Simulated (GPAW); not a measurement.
# A GW chain in GPAW: OsBr2 (1T monolayer)

How does a plane-wave GW calculation on OsBr2 (1T monolayer) run from the first input to the gap?

Calculated with GPAW 26.7.0; PBE and many-body steps on it, plane waves.

### 1. Starting point

The cell holds 3 atoms: 1 Os and 2 Br. Cell: a = 3.907 Å, b = 3.907 Å, c = 14.200 Å, α = 90.0°, β = 90.0°, γ = 120.0°. Vacuum lies along c.

As a file:

```
Os Br
1.0
     3.90729    0.00000    0.00000
    -1.95364    3.38381    0.00000
     0.00000    0.00000   14.20000
Os Br
1 2
Direct
  0.00000 0.00000 0.50000
  0.33333 0.66667 0.61181
  0.66667 0.33333 0.38819
```

The start is a generated structure, not a measured one. Spin-orbit coupling is left out unless a step names it.

### 2. Relaxation

This step: GPAW 26.7.0; DFT, PBE, plane waves, PAW.

Gaps follow bond lengths, so the structure is brought to rest first.

Contents of run.py:

```python
import json
import numpy as np
from gpaw.mpi import world
from ase import Atoms
from ase.constraints import FixSymmetry
from ase.filters import FrechetCellFilter
from ase.optimize import BFGS
from gpaw import GPAW, PW, FermiDirac

atoms = Atoms(['Os', 'Br', 'Br'],
    cell=[[3.9072890400, 0.0000000000, 0.0000000000],
      [-1.9536445200, 3.3838115686, 0.0000000000],
      [0.0000000000, 0.0000000000, 14.2000000000]],
    scaled_positions=[[0.0000000000, 0.0000000000, 0.5000000000],
      [0.3333333333, 0.6666666667, 0.6118084594],
      [0.6666666667, 0.3333333333, 0.3881915406]],
    pbc=(True, True, False))
atoms.set_constraint(FixSymmetry(atoms))
atoms.calc = GPAW(mode=PW(550),
    xc='PBE',
    kpts={'size': (9, 9, 1), 'gamma': True},
    occupations=FermiDirac(0.02),
    convergence={'density': 1e-5},
    txt='relax.txt')
steps = []
opt = BFGS(FrechetCellFilter(atoms, mask=[1, 1, 0, 0, 0, 1]), logfile='bfgs.log')
opt.attach(lambda: steps.append([atoms.get_potential_energy(), atoms.cell[:], atoms.positions.copy(), atoms.get_forces()]))
converged = opt.run(fmax=0.03, steps=50)
res = {'converged': bool(converged), 'steps': steps, 'cell': atoms.cell[:], 'frac': atoms.get_scaled_positions()}

if world.rank == 0:
    with open('result.json', 'w') as f:
        json.dump(res, f, default=lambda x: x.tolist())
```

On the command line:

```bash
$ mpirun -n 8 gpaw python run.py
```

Numbers of over 12 decimals in the logs are rounded to 6 here.

The log of the run:

```text
Step     Time          Energy          fmax
BFGS:    0       -12.277192        2.351029
BFGS:    1       -12.507120        2.187652
BFGS:    2       -13.222325        0.611056
[...]
BFGS:    6       -13.310670        0.045589
BFGS:    7       -13.310814        0.001054
```

Wall time 53 s (8 MPI ranks of Intel Xeon 6975P-C (Granite Rapids), shared host); peak memory 1.8 GiB.

Step by step:

| step | energy less that of the first step (eV) | largest force (eV/Å) |
| --- | --- | --- |
| 1 | 0.0000 | 2.3510 |
| 2 | -0.2299 | 2.1877 |
| 3 | -0.9451 | 0.2749 |
| 4 | -0.9569 | 0.3738 |
| 5 | -1.0050 | 0.4012 |
| 6 | -1.0309 | 0.1658 |
| 7 | -1.0335 | 0.0340 |
| 8 | -1.0336 | 0.0006 |

The atoms that moved most (Å):

| atom | dx | dy | dz | length |
| --- | --- | --- | --- | --- |
| Br3 | 0.000 | 0.000 | 0.325 | 0.325 |
| Br2 | 0.000 | 0.000 | -0.325 | 0.325 |

The relaxed structure:

```xyz
3
Lattice="3.8275 0.0000 0.0000 -1.9137 3.3147 0.0000 0.0000 0.0000 14.2000" Properties=species:S:1:pos:R:3
Os    0.0000    0.0000    7.1000
Br    0.0000    2.2098    8.3628
Br    1.9137    1.1049    5.8372
```

### 3. Ground state

The ground-state density comes first.

Contents of run.py:

```python
import json
import numpy as np
from gpaw.mpi import world
from ase import Atoms
from gpaw import GPAW, PW, FermiDirac

atoms = Atoms(['Os', 'Br', 'Br'],
    cell=[[3.8274568692, 0.0000000000, 0.0000000000],
      [-1.9137284346, 3.3146748806, 0.0000000000],
      [0.0000000000, 0.0000000000, 14.2000000000]],
    scaled_positions=[[0.0000000000, 0.0000000000, 0.5000000000],
      [0.3333333333, 0.6666666667, 0.5889280227],
      [0.6666666667, 0.3333333333, 0.4110719773]],
    pbc=(True, True, False))
calc = GPAW(mode=PW(450),
    xc='PBE',
    kpts={'size': (9, 9, 1), 'gamma': True},
    occupations=FermiDirac(0.001),
    nbands=-7,
    convergence={'density': 1e-6, 'bands': -3},
    maxiter=100,
    txt='gs.txt')
atoms.calc = calc
res = {'energy': atoms.get_potential_energy()}
kpts = calc.get_ibz_k_points()
res['kpts'] = kpts
res['eigenvalues'] = [calc.get_eigenvalues(kpt=k) for k in range(len(kpts))]
res['n_electrons'] = calc.get_number_of_electrons()
calc.write('gs.gpw')

if world.rank == 0:
    with open('result.json', 'w') as f:
        json.dump(res, f, default=lambda x: x.tolist())
```

On the command line:

```bash
$ mpirun -n 8 gpaw python run.py
```

The log of the run:

```text
__  _  _
 | _ |_)|_||  |
 |__||  | ||/\| - 26.7.0

Input parameters:
  mode=PW(ecut=450.000000),
  convergence={'density': 1e-06, 'bands': -3},
  kpts=MonkhorstPack(size=(9, 9, 1), gamma=True),
  maxiter=100,
  nbands=-7,
  occupations=Occupations(name='fermi-dirac', width=0.001, fixmagmom=False),
  xc=XC(name='PBE')
  [... matrices ...]
Diagonalizing LCAO Hamiltonian
Converting LCAO to pw mode

         Br

       Os
             Br

Atoms  # Å, Bohr magnetons
|   | symbol |         x |        y |        z |    initial magnetic moments |
| 0 |     Os |  0.000000 | 0.000000 | 7.100000 | ( 0.0000,  0.0000,  0.0000) |
| 1 |     Br | -0.000000 | 2.209783 | 8.362778 | ( 0.0000,  0.0000,  0.0000) |
| 2 |     Br |  1.913728 | 1.104892 | 5.837222 | ( 0.0000,  0.0000,  0.0000) |

Unit cell  # Å
| periodic |         x |        y |         z |   lengths |     angles |
|      yes |  3.827457 | 0.000000 |  0.000000 |  3.827457 |  90.000000 |
|      yes | -1.913728 | 3.314675 |  0.000000 |  3.827457 |  90.000000 |
|       no |  0.000000 | 0.000000 | 14.200000 | 14.200000 | 120.000000 |

Number of symmetries: 12
Symmetry operations  # r_c * U_cc + t_c -> r_c
|    | kind |            matrix            |
|  0 |  σ   |  1, 1, 0,  0,-1, 0,  0, 0, 1 |
|  1 |  S6  |  1, 1, 0, -1, 0, 0,  0, 0,-1 |
|  2 |  E   |  1, 0, 0,  0, 1, 0,  0, 0, 1 |
|  3 |  C2  |  1, 0, 0, -1,-1, 0,  0, 0,-1 |
|  4 |  C2  |  0, 1, 0,  1, 0, 0,  0, 0,-1 |
|  5 |  C3  |  0, 1, 0, -1,-1, 0,  0, 0, 1 |
|  6 |  S6  |  0,-1, 0,  1, 1, 0,  0, 0,-1 |
|  7 |  σ   |  0,-1, 0, -1, 0, 0,  0, 0, 1 |
|  8 |  σ   | -1, 0, 0,  1, 1, 0,  0, 0, 1 |
|  9 |  i   | -1, 0, 0,  0,-1, 0,  0, 0,-1 |
| 10 |  C3  | -1,-1, 0,  1, 0, 0,  0, 0, 1 |
| 11 |  C2  | -1,-1, 0,  0, 1, 0,  0, 0,-1 |

BZ-sampling:
  Number of BZ points: 81
  Number of IBZ points: 12

  Monkhorst-Pack size: [9, 9, 1]
  Monkhorst-Pack shift: [0, 0, 0]

K-points  # in reciprocal-cell coordinates
|     |                                coordinates |     weight |
|   0 | (  0.00000000,   0.00000000,   0.00000000) | 0.01234568 |
|   1 | (  0.11111111,   0.00000000,   0.00000000) | 0.07407407 |
|   2 | (  0.22222222,  -0.11111111,   0.00000000) | 0.07407407 |
|   3 | (  0.22222222,   0.00000000,   0.00000000) | 0.07407407 |
|   4 | (  0.33333333,  -0.11111111,   0.00000000) | 0.14814815 |
|   5 | (  0.33333333,   0.00000000,   0.00000000) | 0.07407407 |
|   6 | (  0.33333333,   0.33333333,   0.00000000) | 0.02469136 |
|   7 | (  0.44444444,  -0.22222222,   0.00000000) | 0.07407407 |
|   8 | (  0.44444444,  -0.11111111,   0.00000000) | 0.14814815 |
|   9 | (  0.44444444,   0.00000000,   0.00000000) | 0.07407407 |
| ... |                                            |            |
|  11 | (  0.44444444,   0.44444444,   0.00000000) | 0.07407407 |

Plane wave coefficients: 3949
Cutoff: 450.000000 eV

Spin-components: 1 (collinear spins)
Bands:           21
Projectors:      16
Spin-degeneracy: 2
Datatype:        complex128

  Storage: CPU
  Wave functions: 15_873_984 bytes (1_984_248 per core)
  Projectors: 17_385_792 bytes (2_173_224 per core)
  [... matrices ...]
Parallelization:
  kpt:    4
  domain: 2
  band:   1

Density:
  Valence electrons: 28.0
  Components: 1
  Grid points: [20 20 70]
  Charge: 0.0  # |e|

Potential:
  Grid points: [20 20 70]

species:
  Os:
    name:    Osmium
    Z:       76.0
    valence: 14
    core:    62
    charge:  0.0  # [|e|]
    compensation charges:
      type: gauss
      rc: 0.39  # [Å]
      lmax: 2
    cutoffs:
      filter: 2.36  # [Å]
      core: 2.55  # [Å]
    projectors
    | kind |    occ | energy [eV] | rcut [Å] |
    |   6s |  2.000 |      -6.125 |    1.349 |
    |   5p |  6.000 |     -50.878 |    1.397 |
    |   6p |  0.000 |      -1.276 |    1.397 |
    |   5d |  6.000 |      -6.274 |    1.244 |
    |    s |        |      21.086 |    1.349 |
    |    d |        |      20.938 |    1.244 |

    Using partial waves for Os as LCAO basis

  Br:
    name:    Bromine
    Z:       35.0
    valence: 7
    core:    28
    charge:  0.0  # [|e|]
    compensation charges:
      type: gauss
      rc: 0.35  # [Å]
      lmax: 2
    cutoffs:
      filter: 1.98  # [Å]
      core: 2.38  # [Å]
    projectors
    | kind |    occ | energy [eV] | rcut [Å] |
    |   4s |  2.000 |     -20.121 |    1.111 |
    |   4p |  5.000 |      -7.861 |    1.111 |
    |    s |        |       7.091 |    1.111 |
    |    p |        |      19.351 |    1.111 |
    |    d |        |       0.000 |    1.111 |

    Using partial waves for Br as LCAO basis

Reference energy: -610728.452497  # eV

eigensolver:
  PPCG
  Converge bands: -3
  niter=2

density mixing:
  MSR1-Mixer
  Pratt-step length: 0.05
  Maximum mixing coefficient: 0.75
  Old densities: 10
  SVD Regularization: 0.005
  Good broyden scale: 1.0
  Trust region scale: 1.0
  Backstep threshold: 4.0
  History deletion threshold: 6.0
  Fourier metric: weight=20.0, sigma=0.015

occupation numbers:
  Fermi-Dirac:
    width: 0.0010  # eV

poisson solver:
  ecut: 3600.000000  # eV

xc functional:
  name: PBE with 2 nearest neighbor stencil

Initialization done in: 2.240 s

convergence criteria:
- Maximum integral of absolute [dens]ity change: 1e-06 electrons / valence electron
- Maximum [total energy] change in last 3 cyles: 0.0005 eV / valence electron
- Maximum integral of absolute [eigenst]ate change: 4e-08 eV^2 / valence electron
maximum number of iterations: 100

SCF iterations
|iter     |     time |      energy | eigst |  dens |
|iter:   1|  |  -13.868096 | +0.67 |       |
|iter:   2|  |  -13.670873 | -0.83 | -1.14 |
|iter:   3|  |  -13.313491 | -0.81 | -1.20 |
|iter:   4|  |  -13.300847 | -2.44 | -1.55 |
|iter:   5|  |  -13.298023 | -2.57 | -1.83 |
|iter:   6|  |  -13.298204c| -3.73 | -2.79 |
|iter:   7|  |  -13.298219c| -4.21 | -3.31 |
|iter:   8|  |  -13.298223c| -5.06 | -3.99 |
|iter:   9|  |  -13.298224c| -5.55 | -4.47 |
|iter:  10|  |  -13.298224c| -6.20 | -5.03 |
|iter:  11|  |  -13.298224c| -6.69 | -5.56 |
|iter:  12|  |  -13.298224c| -7.32 | -6.23c|
|iter:  13|  |  -13.298224c| -7.62c| -6.48c|

Converged in 13 steps
SCF loop duration: 3.959 s (0.305 s/step)
Energy contributions relative to reference atoms: (reference = -610728.452497)
  [... matrices ...]
Energy contributions:
  Kinetic:          14.331470
  Coulomb:         -11.044876
  Zero:             -0.344838
  External:          0.000000
  Xc:              -16.239980
  Entropy:          -0.000000
  Spinorbit:         0.000000
  ----------------------------
  Free energy:     -13.298224
  Extrapolated:    -13.298224

dipole moment: (-6.692208, -11.591244, -0.000025)  # |e|*Ang

Fermi level: -0.138
Eigenvalues  # (at kpt = [0.000, 0.000, 0.000])
| band index |      eig [eV] | occ [0-2] |
|          0 |       -44.987 |     2.000 |
|        ... |               |           |
|          6 |        -6.115 |     2.000 |
|          7 |        -6.115 |     2.000 |
|          8 |        -3.561 |     2.000 |
|          9 |        -3.421 |     2.000 |
|         10 |        -3.421 |     2.000 |
|         11 |        -1.526 |     2.000 |
|         12 |        -1.525 |     2.000 |
|         13 |        -0.575 |     2.000 |
|         14 |         2.044 |     0.000 |
|         15 |         2.045 |     0.000 |
|         16 |         2.602 |     0.000 |
|         17 |         3.798 |     0.000 |
|         18 |         4.027 |     0.000 |
|         19 |         4.272 |     0.000 |
|         20 |         6.406 |     0.000 |

Gap: 1.183 eV
Transition (v -> c):
  (s=0, k=3, n=13, [0.22, 0.00, 0.00]) -> (s=0, k=3, n=14, [0.22, 0.00, 0.00])
No difference between direct/indirect transitions
vacuum-level: 4.184  # V
# Writing to gs.gpw (mode='')
  [... matrices ...]
```

Elapsed: 9.1 s, on 8 MPI ranks; peak memory 1.4 GiB.

This step gave:

| Item | Value |
| --- | --- |
| total energy | -13.30 eV |
| gap | 1.183 eV |
| k of the valence top | 0.2222, 0, 0 |
| k of the conduction bottom | 0.2222, 0, 0 |
| least direct gap | 1.183 eV |

The gap is direct, at (0.222, 0.000, 0.000).

### 4. Bands along the symmetry lines

Levels along a band path, at the cheap level, show where the edges lie and whether the meshes to come will hold them.

Contents of run.py:

```python
import json
import numpy as np
from gpaw.mpi import world
from gpaw import GPAW

path = [[0.000000, 0.000000, 0.000000],
    [0.062500, 0.000000, 0.000000],
    [0.125000, 0.000000, 0.000000],
    [0.187500, 0.000000, 0.000000],
    [0.250000, 0.000000, 0.000000],
    [0.312500, 0.000000, 0.000000],
    [0.375000, 0.000000, 0.000000],
    [0.437500, 0.000000, 0.000000],
    [0.500000, 0.000000, 0.000000],
    [0.479167, 0.041667, 0.000000],
    [0.458333, 0.083333, 0.000000],
    [0.437500, 0.125000, 0.000000],
    [0.416667, 0.166667, 0.000000],
    [0.395833, 0.208333, 0.000000],
    [0.375000, 0.250000, 0.000000],
    [0.354167, 0.291667, 0.000000],
    [0.333333, 0.333333, 0.000000],
    [0.291667, 0.291667, 0.000000],
    [0.250000, 0.250000, 0.000000],
    [0.208333, 0.208333, 0.000000],
    [0.166667, 0.166667, 0.000000],
    [0.125000, 0.125000, 0.000000],
    [0.083333, 0.083333, 0.000000],
    [0.041667, 0.041667, 0.000000],
    [0.000000, 0.000000, 0.000000]]
calc = GPAW('gs.gpw').fixed_density(kpts=path,
    symmetry='off',
    nbands=24,
    convergence={'bands': 20},
    txt='bands.txt')
res = {}
kpts = calc.get_ibz_k_points()
res['kpts'] = kpts
res['eigenvalues'] = [calc.get_eigenvalues(kpt=k) for k in range(len(kpts))]
res['n_electrons'] = calc.get_number_of_electrons()

if world.rank == 0:
    with open('result.json', 'w') as f:
        json.dump(res, f, default=lambda x: x.tolist())
```

On the command line:

```bash
$ mpirun -n 8 gpaw python run.py
```

The log of the run:

```text
Diagonalizing LCAO Hamiltonian
Converting LCAO to pw mode
convergence criteria:
- Maximum integral of absolute [eigenst]ate change: 4e-08 eV^2 / valence electron
maximum number of iterations: 100

SCF iterations
|iter     |     time |      energy | eigst |  dens |
|iter:   1|  |             | +1.11 |       |
|iter:   2|  |             | +0.36 |       |
|iter:   3|  |             | -0.66 |       |
[...]
|iter:   9|  |             | -6.47 |       |
|iter:  10|  |             | -7.18 |       |
|iter:  11|  |             | -7.72c|       |
SCF steps: 11
  __  _  _
 | _ |_)|_||  |
 |__||  | ||/\| - 26.7.0

Input parameters:
  mode=PW(ecut=450.000000),
  convergence={'bands': 20},
  gpts=array([20, 20, 70]),
  kpts=KPoints(kpts=array([[0.      , 0.      , 0.      ],
         [0.0625  , 0.      , 0.      ],
         [0.125   , 0.      , 0.      ],
         [0.1875  , 0.      , 0.      ],
[...]
[0.479167, 0.041667, 0.      ],
         [0.458333, 0.083333, 0.      ],
[...]
[0.416667, 0.166667, 0.      ],
[...]
[0.25    , 0.25    , 0.      ],
[...]
[0.125   , 0.125   , 0.      ],
         [0.083333, 0.083333, 0.      ],
         [0.041667, 0.041667, 0.      ],
         [0.      , 0.      , 0.      ]])),
  maxiter=100,
  nbands=24,
  occupations=Occupations(name='fermi-dirac', width=0.001, fixmagmom=False),
  parallel={},
  symmetry=Symmetry(point_group=False, time_reversal=False),
  xc=XC(name='PBE')
  [... matrices ...]
timing:  # [seconds]
  Total: 0.079  # ━━━━━━━━━━━━━━━━━━━━━━━━━━━━━━━━━━━━━━━━━━━━━━━━━━━━━━━━━━━
```

Wall time 10 s (8 MPI ranks); peak memory 1.4 GiB; 77 s of CPU time.

This step gave:

```
gap                        : 1.196 eV
k of the valence top       : 0.25, 0, 0
k of the conduction bottom : 0.25, 0, 0
least direct gap           : 1.196 eV
```

The gap is 1.196 eV, +0.013 eV from the run before at this level.

The electronic bands at the labelled points (eV, zero at the top of the highest filled band):

| point | band 11 | band 12 | band 13 | band 14 | band 15 | band 16 | band 17 | band 18 |
| --- | --- | --- | --- | --- | --- | --- | --- | --- |
| Γ | -3.24 | -1.35 | -1.35 | -0.40 | 2.22 | 2.22 | 2.78 | 3.98 |
| halfway | -3.16 | -1.21 | -0.58 | 0.00 | 1.20 | 1.89 | 4.22 | 4.43 |
| M | -3.94 | -1.27 | -0.58 | -0.57 | 2.06 | 2.16 | 4.09 | 4.76 |
| halfway | -4.07 | -0.94 | -0.49 | -0.47 | 1.73 | 1.93 | 4.55 | 5.70 |
| K | -4.49 | -0.98 | -0.27 | -0.27 | 1.64 | 1.64 | 5.12 | 6.89 |
| halfway | -3.20 | -0.95 | -0.54 | -0.12 | 1.41 | 1.47 | 4.66 | 5.02 |
| Γ | -3.24 | -1.35 | -1.35 | -0.40 | 2.22 | 2.22 | 2.78 | 3.98 |

### 5. Empty states on the mesh, 9×9×1 mesh, 302 bands

The sums over transitions need many empty states on a uniform mesh; this step solves for them.

Contents of run.py:

```python
import json
import numpy as np
from gpaw.mpi import world
from gpaw import GPAW

calc = GPAW('gs.gpw').fixed_density(kpts={'size': (9, 9, 1), 'gamma': True},
    parallel={'domain': 1, 'band': 1},
    txt='nscf.txt')
calc.diagonalize_full_hamiltonian(nbands=302)
calc.write('full.gpw', mode='all')
res = {}
kpts = calc.get_ibz_k_points()
res['kpts'] = kpts
res['eigenvalues'] = [calc.get_eigenvalues(kpt=k) for k in range(len(kpts))]
res['n_electrons'] = calc.get_number_of_electrons()

if world.rank == 0:
    with open('result.json', 'w') as f:
        json.dump(res, f, default=lambda x: x.tolist())
```

On the command line:

```bash
$ mpirun -n 8 gpaw python run.py
```

The log of the run:

```text
Diagonalizing LCAO Hamiltonian
Converting LCAO to pw mode
convergence criteria:
- Maximum integral of absolute [eigenst]ate change: 4e-08 eV^2 / valence electron
maximum number of iterations: 100

SCF iterations
|iter     |     time |      energy | eigst |  dens |
|iter:   1|  |             | +0.76 |       |
|iter:   2|  |             | -0.38 |       |
|iter:   3|  |             | -1.11 |       |
[...]
|iter:   9|  |             | -6.58 |       |
|iter:  10|  |             | -7.19 |       |
|iter:  11|  |             | -7.50c|       |
SCF steps: 11
  __  _  _
 | _ |_)|_||  |
 |__||  | ||/\| - 26.7.0

Input parameters:
  mode=PW(ecut=450.000000),
  convergence={'density': 1e-06, 'bands': -3},
  gpts=array([20, 20, 70]),
  kpts=MonkhorstPack(size=(9, 9, 1), gamma=True),
  maxiter=100,
  nbands=21,
  occupations=Occupations(name='fermi-dirac', width=0.001, fixmagmom=False),
  parallel={'domain': 1, 'band': 1},
  xc=XC(name='PBE')
Matrix size: 3937x3937
# Writing to full.gpw (mode='all')
  [... matrices ...]

timing:  # [seconds]
  Total: 91.560  # ━━━━━━━━━━━━━━━━━━━━━━━━━━━━━━━━━━━━━━━━━━━━━━━━━━━━━━━━━━
```

The job ended after 100 s (8 MPI ranks; peak memory 9.8 GiB).

This step gave:

```
gap                                                           : 1.183 eV
k of the valence top                                          : 0.2222, 0, 0
k of the conduction bottom                                    : 0.2222, 0, 0
least direct gap                                              : 1.183 eV
k points computed                                             : 12
lowest point of the top converged band, above the valence top : 77.4973 eV
```

On this mesh the gap is 1.183 eV.

[end of part 1 of 2]

[Paths, hosts, dates, memory and timing lines, banners, echoed tables and standing remarks are left out of the program output.]

[Logs are printed without paths, hosts, clocks, repeated set-up lines and the standing remarks that a program may print on its own settings, such as how far it seeks lower states.]

[Runs of the session that timed out or met a known fault of the program may be left out.]

[Hosts, paths, dates, database ids (printed as entryN), source tags and the programs' standing remarks are cut or masked in the printed files.]
